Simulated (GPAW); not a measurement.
# O K ELNES/XANES of KTaO3 (Pm-3m) from DFT, part 2 of 2

How does the O K edge of KTaO3 (Pm-3m) move when the bonds are compressed or stretched?

GPAW 26.7.0; X-ray absorption from dipole matrix elements to empty bands, plane-wave PAW revPBE.

So far. Step 10 (Spectrum with FCH, O atom 3): The scaled spectrum changes by 9 % r.m.s. The highest intensity below 16 eV goes from 8.1 eV (2.69) to 8.0 eV (2.75).

## (12) Spectrum with FCH, O atom 3

Changed against the first core-hole run: volume scale from 1 to 1.06.

The input, xas.py:

```python
import numpy as np
from ase import Atoms
from ase.parallel import parprint, paropen
from gpaw import GPAW, PW, FermiDirac, Mixer, MixerDif, setup_paths
from gpaw.test import gen
setup_paths.insert(0, '.')
gen('O', name='fch1s', xcname='revPBE', corehole=(1, 0, 1), write_xml=True)
from gpaw.mpi import world
world.barrier()

atoms = Atoms('Ta2K2O6',
    cell=[[4.06652182, 0, 4.06652182],
     [0, 4.06652182, 4.06652182],
     [-4.06652182, 0, 4.06652182]],
    scaled_positions=[[0, 0, 0],
     [0.5, 0, 0.5],
     [0.25, 0.5, 0.75],
     [0.75, 0.5, 0.25],
     [0.25, 0, 0.25],
     [0.75, 0, 0.75],
     [0.75, 0.5, 0.75],
     [0.25, 0.5, 0.25],
     [0.25, 0, 0.75],
     [0.75, 0, 0.25]],
    pbc=True)
atoms.calc = calc = GPAW(legacy_gpaw=True, mode=PW(500, force_complex_dtype=True), xc='revPBE', setups={4: 'fch1s'},
    kpts={'size': (4, 4, 4), 'gamma': True}, occupations=FermiDirac(0.02),
    charge=0, mixer=Mixer(0.1, 5, 50), maxiter=150,
    convergence={'density': 0.0001, 'eigenstates': 1e-6}, txt='scf.txt')
energy = atoms.get_potential_energy() + calc.get_reference_energy()
ef = calc.get_fermi_level()
out = dict(energy=energy, fermi=ef, forces=atoms.get_forces().tolist())
parprint(f'all-electron energy {energy:.4f} eV, Fermi level {ef:.4f} eV')
ev = np.array([[calc.get_eigenvalues(k, s) for k in range(len(calc.get_ibz_k_points()))] for s in range(calc.get_number_of_spins())])
out['homo'], out['lumo'], out['counts'] = ev[ev < ef].max(), ev[ev > ef].min(), sorted(set((ev < ef).sum((0, 2)).tolist()))
out['filled'] = (ev[:, 0] < ef).sum(1).tolist()

from ase.units import Ha
from gpaw.xas import dipole_matrix_elements
nb = int(calc.get_number_of_electrons() / 2) + 93
top, nb = nb, nb + 8 + nb // 12
nscf = calc.fixed_density(kpts={'size': (6, 6, 6), 'gamma': True}, nbands=nb,
    convergence={'bands': top, 'eigenstates': 5e-3}, maxiter=60, txt='nscf.txt')
cell = atoms.cell.array
ops = [cell.T @ U.T @ np.linalg.inv(cell.T) for U in nscf.wfs.kd.symmetry.op_scc]
filled = [40]  # bands filled in the ground state, by spin
E = np.arange(-6, 34, 0.1)
fwhm = np.interp(E, [4, 25], [0.9, 3.5])
Y, X, zero, highest = 0, 0, 1e9, 1e9
for spin in range(nscf.get_number_of_spins()):
    wfs = nscf.wfs
    mine = wfs.bd.get_slice()  # this rank's bands
    A = dipole_matrix_elements(wfs.setups[4])
    eps = np.zeros((wfs.kd.nibzkpts, nb))
    d = np.zeros((3, A.shape[1], wfs.kd.nibzkpts, nb), complex)
    for kpt in wfs.kpt_u:
        if kpt.s == spin and 4 in kpt.P_ani:
            eps[kpt.k, mine] = kpt.eps_n * Ha
            d[:, :, kpt.k, mine] = (kpt.weight * wfs.nspins / 2) ** 0.5 * np.inner(A, kpt.P_ani[4])
    world.sum(eps)
    world.sum(d)
    T = np.einsum('amkn,bmkn->abkn', d, d.conj()).real
    T = sum(np.einsum('ai,ijkn,bj->abkn', R, T, R) for R in ops) / len(ops)
    empty = np.ones_like(eps, bool) & (np.arange(nb) >= filled[spin])
    zero, highest = min(zero, eps[empty].min()), min(highest, eps[:, top - 1].min())
    lines = [(eps, T, empty)] if spin == 0 else lines + [(eps, T, empty)]
for eps, T, empty in lines:
    f = np.einsum('aakn->akn', T).reshape(3, -1)
    x = eps.ravel() - zero
    w = np.interp(x, E, fwhm) / 2.35482
    g = np.exp(-0.5 * ((E[:, None] - x) / w) ** 2) / (w * (2 * np.pi) ** 0.5)
    Y = Y + (f * empty.ravel()) @ g.T
    X = X + (f * ~empty.ravel()) @ g.T
out.update(E=E.round(2).tolist(), xas=Y.tolist(), xes=X.tolist(), zero=zero, valid=highest - zero, nk=len(eps), nb=nb)
for i in range(0, len(E), 10):
    parprint(f'{E[i]:7.2f}', *(f'{v:10.3e}' for v in Y[:, i]))
import json
with paropen('out.json', 'w') as f:
    json.dump(out, f)
```

The run is started by

```
OMP_NUM_THREADS=1 mpirun -n 4 gpaw python xas.py
```

Elapsed: 71 s, on 4 MPI ranks of Arm Neoverse V2, shared host; peak memory 0.39 GiB.

| E (eV) | first run | this run |
| --- | --- | --- |
| -2.0 | 0.00 | 0.00 |
| -1.0 | 0.00 | 0.00 |
| 0.0 | 0.04 | 0.05 |
| 1.0 | 0.48 | 0.60 |
| 2.0 | 1.59 | 1.55 |
| 3.0 | 0.93 | 0.82 |
| 4.0 | 0.37 | 0.38 |
| 5.0 | 0.57 | 0.85 |
| 6.0 | 0.95 | 1.01 |
| 7.0 | 1.73 | 1.99 |
| 8.0 | 2.67 | 2.69 |
| 9.0 | 2.08 | 1.57 |
| 10.0 | 0.97 | 0.81 |
| 11.0 | 0.86 | 1.03 |
| 12.0 | 1.25 | 1.35 |
| 13.0 | 1.38 | 1.29 |
| 14.0 | 1.13 | 0.88 |
| 15.0 | 0.70 | 0.49 |
| 16.0 | 0.39 | 0.32 |
| 17.0 | 0.32 | 0.36 |
| 18.0 | 0.45 | 0.56 |
| 19.0 | 0.69 | 0.86 |
| 20.0 | 0.99 | 1.13 |
| 21.0 | 1.16 | 1.14 |
| 22.0 | 1.03 | 0.84 |
| 23.0 | 0.71 | 0.52 |
| 24.0 | 0.44 | 0.35 |
| 25.0 | 0.32 | 0.32 |
| 26.0 | 0.32 | 0.42 |
| 27.0 | 0.44 | 0.62 |
| 28.0 | 0.64 | 0.86 |
| 29.0 | 0.85 | 1.07 |
| 30.0 | 1.03 | 1.22 |
| 31.0 | 1.17 | 1.31 |
| 32.0 | 1.26 | 1.35 |

Against the first run the r.m.s. difference is 16 %. A shift of -0.4 eV leaves 9 %. The highest intensity below 16 eV goes from 8.1 eV (2.69) to 7.8 eV (2.73).

The photon energy of the zero moves by -0.13 eV.

## (13) The volumes side by side

| volume | nearest distance (Å) | shift of the zero (eV) | maximum 1 (eV above own zero) | maximum 2 (eV above own zero) | maximum 3 (eV above own zero) | maximum 4 (eV above own zero) |
| --- | --- | --- | --- | --- | --- | --- |
| 0.94 | 1.953 | +0.13 | 2.3 | 8.2 | 13.4 | 21.8 |
| 0.97 | 1.974 | +0.06 | 2.2 | 8.3 | 13.1 | 21.4 |
| 1 | 1.994 | +0.00 | 2.1 | 8.1 | 12.9 | 21.1 |
| 1.03 | 2.014 | -0.07 | 2.0 | 8.0 | 12.6 | 20.8 |
| 1.06 | 2.033 | -0.13 | 1.9 | 7.8 | 12.4 | 20.5 |

The curves, each shifted by its zero's change so that they share one photon-energy axis, counted from the zero at V × 1:

| E (eV) | V × 0.94 | V × 0.97 | V × 1 | V × 1.03 | V × 1.06 |
| --- | --- | --- | --- | --- | --- |
| -2.0 | 0.00 | 0.00 | 0.00 | 0.00 | 0.00 |
| -1.0 | 0.00 | 0.00 | 0.00 | 0.00 | 0.00 |
| 0.0 | 0.02 | 0.03 | 0.04 | 0.06 | 0.08 |
| 1.0 | 0.29 | 0.37 | 0.48 | 0.60 | 0.76 |
| 2.0 | 1.22 | 1.45 | 1.59 | 1.57 | 1.45 |
| 3.0 | 1.18 | 1.04 | 0.93 | 0.84 | 0.74 |
| 4.0 | 0.66 | 0.52 | 0.37 | 0.33 | 0.42 |
| 5.0 | 0.21 | 0.36 | 0.57 | 0.78 | 0.87 |
| 6.0 | 0.71 | 0.88 | 0.95 | 1.01 | 1.08 |
| 7.0 | 1.46 | 1.61 | 1.73 | 1.92 | 2.18 |
| 8.0 | 2.37 | 2.49 | 2.67 | 2.73 | 2.60 |
| 9.0 | 2.28 | 2.28 | 2.08 | 1.74 | 1.41 |
| 10.0 | 1.56 | 1.26 | 0.97 | 0.81 | 0.80 |
| 11.0 | 0.95 | 0.83 | 0.86 | 0.98 | 1.09 |
| 12.0 | 1.04 | 1.15 | 1.25 | 1.33 | 1.37 |
| 13.0 | 1.30 | 1.36 | 1.38 | 1.34 | 1.24 |
| 14.0 | 1.31 | 1.25 | 1.13 | 0.97 | 0.82 |
| 15.0 | 1.02 | 0.86 | 0.70 | 0.56 | 0.46 |
| 16.0 | 0.62 | 0.48 | 0.39 | 0.33 | 0.31 |
| 17.0 | 0.36 | 0.32 | 0.32 | 0.34 | 0.38 |
| 18.0 | 0.35 | 0.39 | 0.45 | 0.52 | 0.60 |
| 19.0 | 0.51 | 0.59 | 0.69 | 0.80 | 0.91 |
| 20.0 | 0.76 | 0.87 | 0.99 | 1.08 | 1.15 |
| 21.0 | 1.02 | 1.11 | 1.16 | 1.16 | 1.11 |
| 22.0 | 1.13 | 1.10 | 1.03 | 0.92 | 0.79 |
| 23.0 | 0.95 | 0.83 | 0.71 | 0.59 | 0.49 |
| 24.0 | 0.65 | 0.53 | 0.44 | 0.38 | 0.33 |
| 25.0 | 0.42 | 0.36 | 0.32 | 0.31 | 0.32 |
| 26.0 | 0.31 | 0.30 | 0.32 | 0.37 | 0.44 |
| 27.0 | 0.31 | 0.36 | 0.44 | 0.54 | 0.66 |
| 28.0 | 0.42 | 0.52 | 0.64 | 0.76 | 0.89 |
| 29.0 | 0.60 | 0.72 | 0.85 | 0.97 | 1.09 |
| 30.0 | 0.79 | 0.92 | 1.03 | 1.14 | 1.24 |
| 31.0 | 0.96 | 1.07 | 1.17 | 1.25 | 1.32 |
| 32.0 | 1.08 | 1.18 | 1.26 | 1.32 | 1.36 |

## (14) Results

```
absorber and edge                               : O K, atom 3 of the ground-state input (counted from 1)
surroundings                                    : 2 Ta at 1.99 Å (linear, site symmetry 4/mmm)
highest intensity below 16 eV                   : 8.1 eV above the zero, height 2.69
photon energy of the zero, with the added terms : 529.4 eV (raw 538.3 eV; uncertain by a few eV)
```

In words: From V × 0.94 to V × 1.06 the nearest distance grows by 0.080 Å and the zero moves by -0.26 eV. Above their own zero, the maxima move from 2.3 to 1.9 eV, from 8.2 to 7.8 eV, from 13.4 to 12.4 eV and from 21.8 to 20.5 eV. The one highest in energy moves most, in the direction that the rule ΔE·R² ≈ constant for scattering resonances gives. The O K edge of atom 3, with 2 Ta at 1.99 Å (linear, site symmetry 4/mmm), has its highest intensity of the first 16 eV at 8.1 eV above the zero, near 537 eV in photon energy (uncertain by a few eV), 2.7 times the mean level of the first 20 eV (Gaussian full width 0.9 eV up to 4 eV, rising linearly to 3.5 eV at 25 eV). The holes are only 5.6 Å apart, so the shape is probably not converged with cell size; no larger cell was run here. The mesh is coarse (0.26 Å⁻¹ between points), so small maxima may be mesh ripples. The structure is a published determination, not relaxed.

[Logs are printed without paths, hosts, clocks, repeated set-up lines and the standing remarks that a program may print on its own settings, such as how far it seeks lower states.]

[Hosts, paths, dates, database ids (printed as entryN), source tags and the programs' standing remarks are cut or masked in the printed files.]

[Lists of maxima count a maximum above −3 eV only where it reaches 4 % of the highest in the window and stands out from its surroundings by 2 % of it (1.5 % where it reaches 55 %); shoulders and weaker maxima are passed over, and of the rest the first, up to two pre-edge ones and the few strongest are named.]
